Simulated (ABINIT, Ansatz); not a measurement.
# TiO2 (Rutile): G0W0 with ABINIT, start to end, part 3 of 3

How does a plane-wave GW calculation on TiO2 (Rutile) run from the first input to the gap?

ABINIT 10.8.3; PBE and many-body steps on it, plane waves. Known limits of the many-body steps: not at the basis limit; coarse k mesh.

So far. Step 4 (Empty states on the mesh, 4×4×4 mesh, 318 bands): On this mesh the gap is 1.917 eV. Step 5 (Screening, 4×4×4 mesh, 310 bands, screening to 217.7 eV): Local fields lower ε∞ by 5 %. On a Γ-centred mesh this coarse the value itself is usually too large, while a short band sum pulls it down.

## Step 6: Self-energy, 4×4×4 mesh, 310 bands, screening to 217.7 eV

The self-energy is evaluated for the states that the input lists, and the levels follow from it, in one-shot runs by the linearised quasiparticle equation.

This step: G0W0 on PBE, plane waves, norm-conserving pseudopotentials.

Input file run.abi:

```
acell 3*1.0 Angstrom
rprim 
  4.592200000000 0.000000000000 0.000000000000
  0.000000000000 4.592200000000 0.000000000000
  0.000000000000 0.000000000000 2.957400000000
ntypat 2
znucl 22 8
natom 6
typat 1 1 2 2 2 2
xred 
  0.000000000000 0.000000000000 0.000000000000
  0.500000000000 0.500000000000 0.500000000000
  0.304960000000 0.304960000000 0.000000000000
  0.195040000000 0.804960000000 0.500000000000
  0.695040000000 0.695040000000 0.000000000000
  0.804960000000 0.195040000000 0.500000000000
pp_dirpath "pseudos"
pseudos "Ti.upf, O.upf"
ecut 38
ngkpt 4 4 4
nshiftk 1
shiftk 0 0 0
kptopt 1
chksymbreak 0
istwfk *1
occopt 1
irdwfk 1
optdriver 4
nband 310
gwcalctyp 0
ecutsigx 38
symsigma 1
nkptgw 1
kptgw 
  0.0000000000 0.0000000000 0.0000000000
bdgw 
  22 26
ecuteps 8
irdscr 1
ppmodel 1
indata_prefix "in"
outdata_prefix "out"
tmpdata_prefix "tmp"
```

Started as:

```bash
$ OMP_NUM_THREADS=1 mpirun -n 16 abinit run.abi > log
```

Numbers of over 12 decimals in the logs are rounded to 6 here.

What it wrote:

```text
.Version 10.8.3 of ABINIT. v10.8.2 released Aug 2026.

 Symmetries : space group P4_2/m n m (#136); Bravais tP (primitive tetrag.)
[... echo of the input left out ...]
== DATASET  1 ==================================================================
-   mpi_nproc: 16, omp_nthreads: 1 (-1 if OMP is not activated)

--- !DatasetInfo
iteration_state: {dtset: 1, }
dimensions: {natom: 6, nkpt: 18, mband: 310, nsppol: 1, nspinor: 1, nspden: 1, mpw: 4748, }
cutoff_energies: {ecut:  38.0, pawecutdg:  -1.0, }
electrons: {nelect:   4.80000000E+01, charge:   0.00000000E+00, occopt:   1.00000000E+00, tsmear:   1.00000000E-02, }

 SIGMA: Calculation of the GW corrections

 Based on a program developped by R.W. Godby, V. Olevano, G. Onida, and L. Reining.
 Incorporated in ABINIT by V. Olevano, G.-M. Rignanese, and M. Torrent.
.Using double precision arithmetic ; gwpc =  8

[... cell and pseudopotentials left out ...]
--------------------------------------------------------------------------------

 ==== K-mesh for the wavefunctions ====
 Number of points in the irreducible wedge :    18
[... list of points left out ...]
 Together with 16 symmetry operations and time-reversal symmetry
 yields    64 points in the full Brillouin Zone.

 ==== Q-mesh for screening function ====
 Number of points in the irreducible wedge :    18
[... list of points left out ...]
 Together with 16 symmetry operations and time-reversal symmetry
 yields    64 points in the full Brillouin Zone.

 vcoul_init : cutoff-mode = AUXILIARY_FUNCTION
 q-points for optical limit:   1
     1)      0.000010    0.000020    0.000030
 setmesh: FFT mesh size selected  =    50x   50x   32
          total number of points  =        80000

 Number of electrons calculated from density =   48.0000; Expected =   48.0000
 average of density, n =  0.114049
 r_s =    1.2792
 omega_plasma =   32.5763 [eV]

 === KS Band Gaps ===
  >>>> For spin  1
   Minimum direct gap =   1.9166 [eV], located at k-point      :   0.0000  0.0000  0.0000
   Fundamental gap    =   1.9166 [eV], Top of valence bands at :   0.0000  0.0000  0.0000
                                       Bottom of conduction at :   0.0000  0.0000  0.0000
 SIGMA fundamental parameters:
 PLASMON POLE MODEL  1
 number of plane-waves for SigmaX                 4679
 number of plane-waves for SigmaC and W            463
 number of plane-waves for wavefunctions          4679
 number of bands                                   310
 number of independent spin polarizations            1
 number of spinorial components                      1
 number of k-points in IBZ                          18
 number of q-points in IBZ                          18
 number of symmetry operations                      16
 number of k-points in BZ                           64
 number of q-points in BZ                           64
 number of frequencies for dSigma/dE                 9
 frequency step for dSigma/dE [eV]                0.25
 number of omega for Sigma on real axis              0
 max omega for Sigma on real axis  [eV]           0.00
 zcut for avoiding poles [eV]                     0.10

 EPSILON^-1 parameters (SCR file):
 dimension of the eps^-1 matrix on file            463
 dimension of the eps^-1 matrix used               463
 number of plane-waves for wavefunctions          4679
 number of bands                                   310
 number of q-points in IBZ                          18
 number of frequencies                               2
 number of real frequencies                          1
 number of imag frequencies                          1

 matrix elements of self-energy operator (all in [eV])

 Perturbative Calculation

--- !SelfEnergy_ee
iteration_state: {dtset: 1, }
kpoint     : [   0.000,    0.000,    0.000, ]
spin       : 1
KS_gap     :    1.917
QP_gap     :    3.326
Delta_QP_KS:    1.410
data: !SigmaeeData |
     Band     E0 <VxcDFT>   SigX SigC(E0)      Z dSigC/dE  Sig(E)    E-E0       E
       22   5.208 -20.672 -25.174   4.371   0.767  -0.304 -20.772  -0.100   5.108
       23   5.208 -20.672 -25.174   4.371   0.767  -0.304 -20.772  -0.100   5.108
       24   5.660 -20.448 -25.098   4.554   0.760  -0.315 -20.521  -0.073   5.587
       25   7.576 -20.150 -12.063  -6.363   0.776  -0.289 -18.813   1.337   8.913
       26   7.879 -19.778 -12.069  -6.095   0.777  -0.287 -18.524   1.254   9.133

== END DATASET(S) ==============================================================
================================================================================

 -outvars: echo values of variables after computation  --------
           etotal      0.0000000000E+00
            nband         310
             nkpt          18
          spgroup         136
 [... the other variables as echoed above ...]

 Calculation completed.
```

It took 37 s on 16 MPI ranks of Arm Neoverse N1, shared host; peak memory 8.1 GiB.

This step gave:

| Quantity | Value |
| --- | --- |
| G0W0 gap on the points computed | 3.326 eV |
| starting gap on the mesh | 1.917 eV |
| k of the valence top | 0, 0, 0 |
| k of the conduction bottom | 0, 0, 0 |
| Z at the valence top | 0.76 |
| Z at the conduction bottom | 0.776 |
| least direct G0W0 gap on the computed points | 3.326 eV |

The gap on the mesh goes from 1.92 eV to 3.33 eV, a correction of +1.41 eV.

Limits: finite bands, cutoff and mesh; coarse k mesh. v1 is the top filled band, c1 the lowest empty one. The levels before and after the correction (eV, zero at the valence-band top of each column):

```csv
,conduction bottom,valence top
Kohn-Sham,1.92,0.00
G0W0,3.33,0.00
```

```csv
,level,energy (eV)
Kohn-Sham,Γ v3-v2,-0.452
Kohn-Sham,Γ v1,0.000
Kohn-Sham,Γ c1,1.917
Kohn-Sham,Γ c2,2.219
G0W0,Γ v3-v2,-0.479
G0W0,Γ v1,0.000
G0W0,Γ c1,3.326
G0W0,Γ c2,3.546
```

## Step 7: Where the time went

Times are wall times on 16 MPI ranks of Arm Neoverse N1, shared host, good to a factor of about two.

```csv
step,time,share,memory (GiB)
ground state,34 s,3 %,1.2
bands along the symmetry lines,45 s,3 %,1.2
empty states on the mesh,4.7 min,22 %,20
screening,15 min,69 %,8.6
self-energy,37 s,3 %,8.1
```

## Step 8: Results

```yaml
pbe_gap: 1.92 eV, direct
g0w0_gap_on_the_mesh: 3.33 eV
gw_settings: 4×4×4 mesh, 310 bands, screening to 217.7 eV, Godby-Needs plasmon pole
known_limits: not at the basis limit; coarse k mesh
```

G0W0 moves the gap on the mesh from 1.92 eV to 3.33 eV (+1.41 eV), with Z of 0.76 and 0.78 at the edges. Local fields lower the RPA ε∞ on this mesh from 8.98 to 8.53; a Γ-centred mesh this coarse tends to raise both, most where the direct gap is narrow, while a short band sum lowers them. Only 1 of the mesh's irreducible points was corrected, so a valley elsewhere could overtake. The dearest step here is «screening». Against experiment, by G0W0@PBE: the direct gap of 3.33 eV lies +0.30 eV from the measured 3.03 eV (direct, 1.6 K, quoted 2020); the gap of 3.33 eV lies +0.24 eV from the measured 3.09 ± 0.06 eV (indirect, on SiO2 (quartz particles), 2024); the gap of 3.33 eV lies +0.05 eV from the measured 3.28 eV (optical, 2023); the gap of 3.33 eV lies +0.28 eV from the measured 3.05 eV (kind not stated, quoted 2021). An exciton line or allowed optical edge lies below the quasiparticle gap by the binding energy; a forbidden edge can push the onset above it. The calculation has static nuclei and no excitons; a measured gap holds zero-point and thermal motion, which mostly lowers it. Bands and cutoff are finite, so the gap is not at the basis limit. The miss can reach some tenths of an eV and take either sign; the mesh is an error of its own. In the G0W0 run levels were corrected at 1 k point alone, so a gap called «on the mesh» is the least over those, and an edge elsewhere would be missed. The 4×4×4 mesh is coarse for this cell, which bears on the long-range parts of exchange and screening.

[Paths, hosts, dates, memory and timing lines, banners, echoed tables and standing remarks are left out of the program output.]

[Logs are printed without paths, hosts, clocks, repeated set-up lines and the standing remarks that a program may print on its own settings, such as how far it seeks lower states.]

[Runs of the session that timed out or met a known fault of the program may be left out.]

[Hosts, paths, dates, database ids (printed as entryN), source tags and the programs' standing remarks are cut or masked in the printed files.]

[G0W0 gaps are taken among the corrected bands and points alone; a level outside them can change the order at an edge.]

[Where Ansatz stands beside ABINIT at settings called matched, ABINIT's density can come from a denser mesh and the files from another edition; pairs whose starting gaps differed by over 0.03 eV were left out, so agreement reads better than it is.]
